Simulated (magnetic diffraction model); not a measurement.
**CaCr2: the ordered moment from one line**

Space group P6_3/mmc (no. 194), a = 4.2940 Å, c = 6.9870 Å.

| site | atom | x | y | z |
| --- | --- | --- | --- | --- |
| 4f | Cr | 2/3 | 1/3 | 0.0550 |
| 2b | Ca | 0 | 0 | 1/4 |

The compound is invented for this exercise: a known structure type with other elements, its cell scaled to their sizes and not relaxed.

Only Cr is taken to order (form factors of Cr2+); orders and moment sizes are assumed, and not adapted to the symmetry. Radiation: neutrons of λ = 2.567 Å, 2° to 100°; isotropic B of 0.39 Å² (Cr) and 0.38 Å² (Ca). Simulated constant-wavelength pattern: nuclear and magnetic terms add, the magnetic one as |2.695 fm × Σ f S⊥ exp(2πi Q·r) exp(−B s²)|², summed over all Q at one angle with the factor 1/(sin²θ cos θ). For a modulated order the moment at position r is S exp(−2πi k·r) + c.c., with S = m/2 for a sine wave of amplitude m and S = m(u + iv)/2 for moments turning in a plane, u and v being orthogonal unit vectors in it; the phase factor of the sum at Q = H + k is then exp(2πi H·r). Free-ion form factors, Sears's scattering lengths of 1992, no absorption; a label names one of the reflections at its angle. The strongest nuclear line in the range is 100, and lines under 0.2 are left out.

In a first state the assumed order is k = (1/3 1/3 0), moments turning in the plane of [100] and [001], 1.97 μB on Cr; signs + at (2/3, 1/3, 0.0550), + at (1/3, 2/3, 0.5550), − at (2/3, 1/3, 0.4450), − at (1/3, 2/3, 0.9450), with this pattern:

| 2θ (°) | index | nuclear | magnetic |
| --- | --- | --- | --- |
| 31.45 | (2/3 -1/3 1) | 0.0 | 63.9 |
| 40.38 | (1 0 0) | 2.0 | 0.0 |
| 43.11 | (0 0 2) | 0.4 | 0.0 |
| 46.03 | (1 0 1) | 12.8 | 0.0 |
| 49.41 | (1/3 1/3 2) | 0.0 | 8.5 |
| 52.06 | (4/3 -2/3 1) | 0.0 | 18.2 |
| 60.54 | (1 0 2) | 100.0 | 0.0 |
| 65.65 | (2/3 2/3 2) | 0.0 | 4.2 |
| 67.88 | (4/3 1/3 1) | 0.0 | 19.0 |
| 71.75 | (2/3 -1/3 3) | 0.0 | 1.6 |
| 73.43 | (1 1 0) | 96.3 | 0.0 |
| 79.97 | (4/3 1/3 2) | 0.0 | 4.1 |
| 81.12 | (1 0 3) | 34.9 | 0.0 |
| 85.70 | (4/3 -2/3 3) | 0.0 | 0.9 |
| 87.31 | (2 0 0) | 0.6 | 0.0 |
| 89.12 | (1 1 2) | 0.9 | 0.0 |
(The table stops after 16 lines; 5 more lie at higher angle.)

**Question.** Nearer the ordering temperature the line at 31.45° has total intensity 31.4 on the same scale, and all moments have shrunk alike. How large is the Cr moment?

The nuclear part, 0.0, stays, so the magnetic part is 31.4 against 63.9. It goes as m², so m = 1.97 × √(31.4/63.9) = 1.38 μB; the value used was 1.38 μB.
